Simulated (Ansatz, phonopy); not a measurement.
# NaF (Villiaumite, Fm-3m): a volume series of phonon spectra, part 4 of 4

Aim: how the vibrations of NaF (Villiaumite) shift with volume, and the expansion that follows.

Experimental results on record:
- volume expansion coefficient 95.1 1e-6/K and heat capacity C_P per formula unit 46.9 J/mol/K near room temperature (given in “High-Throughput Prediction of Finite-Temperature Properties using the Quasi-Harmonic Approximation”, 2016, arXiv:1603.06924)
- volume expansion coefficient 102.6 1e-6/K near room temperature (given in “Descriptors for thermal expansion in solids”, 2017, arXiv:1701.03966)

Ansatz 0.2.0; DFT PBEsol, scalar-relativistic, plane waves, PAW.

So far. Step 13 (Phonons, V/V0 0.97): No mode is imaginary beyond numerical noise at the solved wavevectors. The highest zone-centre mode (no LO–TO term) moved by +7.5 % for a volume change of -3.0 %. Step 14 (Single point at a scaled cell, V/V0 1.05): The run ends at a pressure of -2.12 GPa.

## Step 15: Lattice dynamics at this volume, V/V0 1.05

The same q-mesh and k-mesh are kept at every volume, so that much of their error can cancel in the differences.

The input, input.yaml:

```yaml
crystal:
  lattice:
    - [0.0, 2.3525416169, 2.3525416169]
    - [2.3525416169, 0.0, 2.3525416169]
    - [2.3525416169, 2.3525416169, 0.0]
  atoms:
    - { symbol: Na, position: [0.0, 0.0, 0.0] }
    - { symbol: F, position: [0.5, 0.5, 0.5] }
kpoints:
  mp_grid: { grid: [8, 8, 8] }
hamiltonian:
  xc: pbesol
scf:
  occupations: { method: fixed }
output:
  eigenvalues: true
phonons:
  method: dfpt
  dielectric: true
  rigid_motions: translations
  qmesh: [4, 4, 4]
  temperatures: { t_max: 1000, t_step: 50 }
  qpath:
    path:
      - [[0.0, 0.0, 0.0], [0.5, 0.0, 0.5], [0.625, 0.25, 0.625]]
      - [[0.375, 0.375, 0.75], [0.0, 0.0, 0.0], [0.5, 0.5, 0.5], [0.5, 0.25, 0.75], [0.5, 0.0, 0.5]]
    npoints: 10
```

Launch:

```bash
$ ansatz run input.yaml --threads 4 --pin off --max-ram 8192MiB --backend cpu --events-out ev --progress --plain --runs-dir out
```

Numbers of over 12 decimals in the logs are rounded to 6 here.

The log of the run:

```text
[...]
Crystal: 2 atoms, lattice volume = 26.040 Å³
Basis set: ecut = 420 eV, 531 PW (Γ), exchange–correlation on 48×48×48 points (8 copies of the dense FFT grid, shifted against one another)
Bands: 12, of which v1, the nominal top of the filled ones, is band 8 counted from 1 (7 counted from 0)
Symmetry: 48 space group operations
k-points: 59 of 512 (irreducible under 8 space group operations, time reversal used)
[...]
optical modes at Γ + LO–TO along q̂ = [0.0000, 1.0000, 0.0000]:
      ω (cm⁻¹)  modes    IR ((D/Å)²/amu)
        211.31      2             4.6101
        380.67      1             2.3051
  optical modes at Γ + LO–TO along q̂ = [0.0000, 0.0000, 1.0000]:
      ω (cm⁻¹)  modes    IR ((D/Å)²/amu)
        211.31      2             4.6101
        380.67      1             2.3051
--- Phonons (arbitrary-q DFPT): 8 irreducible q on the 4×4×4 mesh ---
[...]
interpolated dispersion: 63 rows × 6 modes
[...]
[key lines of the parts left out:]
SCF converged after 8 iterations
Free energy (F): -2278.913875 eV
Fermi energy:    0.601732 eV
```

The job ended after 32 s (4 threads of Arm Neoverse V2, shared host; peak memory 0.61 GiB).

No mode is imaginary beyond numerical noise at the solved wavevectors. The highest zone-centre mode (no LO–TO term) moved by -11.7 % for a volume change of +5.0 %.

## Step 16: Mode Grüneisen parameters

This step: DFT PBEsol, scalar-relativistic, plane waves, PAW (phonopy 4.10.0).

This step gave:

- share of modes with a negative Grüneisen parameter: 0.013

Mean Grüneisen, by row:

| T (K) | heat-capacity-weighted mean | root mean square |
| --- | --- | --- |
| 50 | 1.275 | 1.498 |
| 100 | 1.494 | 1.665 |
| 200 | 1.548 | 1.7 |
| 300 | 1.555 | 1.704 |
| 500 | 1.558 | 1.705 |
| 800 | 1.559 | 1.706 |

The mean mode Grueneisen parameter by wavenumber:

| wavenumber (cm⁻¹) | mean mode Grueneisen parameter |
| --- | --- |
| 7 | - |
| 20 | 1.93 |
| 47 | 1.23 |
| 60 | 0.678 |
| 87 | 1.2 |
| 100 | 0.8 |
| 113 | 0.982 |
| 140 | 0.922 |
| 153 | 1.01 |
| 166 | 1.35 |
| 193 | 1.42 |
| 206 | 1.69 |
| 233 | 1.96 |
| 246 | 2.14 |
| 260 | 2.16 |
| 286 | 1.13 |
| 300 | 1.03 |
| 313 | 0.988 |
| 340 | 0.988 |
| 353 | 0.989 |
| 380 | 1.02 |
| 393 | 1.04 |

Volume series, by row:

| V/V0 | V (Å³/atom) | pressure (GPa) | E - E0 (meV/atom) | gap (eV) | zero-point energy (meV/atom) | lowest on the path (cm⁻¹) | highest at Gamma without the LO-TO term (cm⁻¹) |
| --- | --- | --- | --- | --- | --- | --- | --- |
| 0.97 | 12.03 | 1.58 | 1.833 | 6.359 | 42.58 | 0 | 257.3 |
| 0.985 | 12.21 | 0.756 | 0.449 | 6.278 | 41.57 | 0 | 248.2 |
| 1 | 12.4 | -0.004 | 0 | 6.198 | 40.58 | 0 | 239.3 |
| 1.015 | 12.59 | -0.701 | 0.431 | 6.121 | 39.62 | 0 | 230.7 |
| 1.03 | 12.77 | -1.345 | 1.65 | 6.047 | 38.68 | 0 | 222.3 |
| 1.05 | 13.02 | -2.119 | 4.277 | 5.951 | 37.47 | 0 | 211.3 |

The optical frequency at Gamma without the LO-TO term, mode 4 by V/V0:

| V/V0 | optical frequency at Gamma without the LO-TO term, mode 4 (cm⁻¹) |
| --- | --- |
| 0.9700 | 257 |
| 0.9850 | 248 |
| 1.0000 | 239 |
| 1.0150 | 231 |
| 1.0300 | 222 |
| 1.0500 | 211 |

Grüneisen at points, by row:

| point | branch | frequency (cm⁻¹) | mode Grüneisen parameter |
| --- | --- | --- | --- |
| Γ | 4 | 239.3 | 2.43 |
| Γ | 6 | 400.5 | 1.05 |
| X | 1 | 141.2 | -0.07 |
| X | 3 | 252 | 1.09 |
| X | 4 | 253.6 | 2.47 |
| X | 6 | 280.7 | 1.57 |
| U | 1 | 155.7 | 0.78 |
| U | 2 | 211.7 | 0.71 |
| U | 3 | 230.5 | 0.48 |
| U | 4 | 233.9 | 2.48 |
| U | 5 | 260 | 2.05 |
| U | 6 | 270.3 | 2.15 |
| K | 1 | 155.7 | 0.78 |
| K | 2 | 211.7 | 0.71 |
| K | 3 | 230.5 | 0.48 |
| K | 4 | 233.9 | 2.48 |
| K | 5 | 260 | 2.05 |
| K | 6 | 270.3 | 2.15 |
| L | 1 | 173 | 2.21 |
| L | 3 | 194.6 | 2.17 |
| L | 5 | 295.8 | 1.06 |
| L | 6 | 301.6 | 1.13 |
| W | 1 | 203.3 | 1.73 |
| W | 2 | 208.3 | 0.25 |
| W | 4 | 226.2 | 1.72 |
| W | 5 | 264.7 | 2.35 |

## Step 17: Quasi-harmonic fit by phonopy

Energy (each curve on its own zero) against volume; values in meV/atom:

| volume (Å³/atom) | static | F at 0 K | F at 300 K | F at 900 K |
| --- | --- | --- | --- | --- |
| 12.028 | 1.83 | 4.33 | 6.94 | 15.9 |
| 12.214 | 0.45 | 1.93 | 3.55 | 9.05 |
| 12.400 | 0 | 0.5 | 1.11 | 3.1 |
| 12.586 | 0.43 | -0.03 | -0.45 | -1.97 |
| 12.772 | 1.65 | 0.25 | -1.23 | -6.31 |
| 13.020 | 4.28 | 1.66 | -1.28 | -11.2 |

Phonopy-qha, vinet fit of F(V) at each temperature; no electronic free energy. Qha vinet, by row:

| T (K) | fitted volume (Å³/atom) | alpha_V (1e-6/K) | B_T (GPa) | C_P (J/mol-atom/K) | Grueneisen |
| --- | --- | --- | --- | --- | --- |
| 75 | 12.62 | 35.86 | 44.87 | 8.052 | 1.494 |
| 100 | 12.64 | 56.9 | 44.29 | 12.45 | 1.54 |
| 125 | 12.66 | 73.95 | 43.56 | 15.78 | 1.573 |
| 150 | 12.69 | 87.11 | 42.74 | 18.2 | 1.594 |
| 175 | 12.71 | 97.5 | 41.85 | 19.96 | 1.608 |
| 200 | 12.75 | 106.1 | 40.92 | 21.29 | 1.619 |
| 225 | 12.78 | 113.5 | 39.94 | 22.32 | 1.629 |
| 250 | 12.82 | 120.1 | 38.94 | 23.15 | 1.638 |
| 275 | 12.86 | 126.4 | 37.92 | 23.84 | 1.647 |

The volume expansion coefficient, phonopy-qha, Vinet by temperature:

| temperature (K) | volume expansion coefficient, phonopy-qha, Vinet (1e-6/K) |
| --- | --- |
| 75.0 | 35.9 |
| 100.0 | 56.9 |
| 125.0 | 74.0 |
| 150.0 | 87.1 |
| 175.0 | 97.5 |
| 200.0 | 106 |
| 225.0 | 113 |
| 250.0 | 120 |
| 275.0 | 126 |

## Step 18: What came out

```
mean mode Grüneisen parameter at 300 K : 1.55
```

The table stops at 275 K because beyond it the fitted volume comes within 1 % of the largest computed cell, where the fit loses its support. The heat-capacity-weighted Grüneisen parameter goes from 1.27 at 50 K to 1.56 at 800 K. Weighting γ by the density of states and each mode's heat capacity at 300 K, modes below 130 cm⁻¹ give about 5 % of the sum of γC that drives the expansion, those up to 260 cm⁻¹ 80 % and the rest 15 %. Among the labelled points γ is largest for branch 4 at U (234 cm⁻¹, 2.5) and most negative for branch 1 at X (141 cm⁻¹, -0.07). The PAW files were made for PBE and are used here under another functional, for which the program regenerates the frozen cores.

[Logs are printed without paths, hosts, clocks, repeated set-up lines and the standing remarks that a program may print on its own settings, such as how far it seeks lower states.]

[Hosts, paths, dates, database ids (printed as entryN), source tags and the programs' standing remarks are cut or masked in the printed files.]

[A step with changed settings may run another functional than the one named; its input shows which.]

[Of the runs on displaced cells, only some may be shown.]
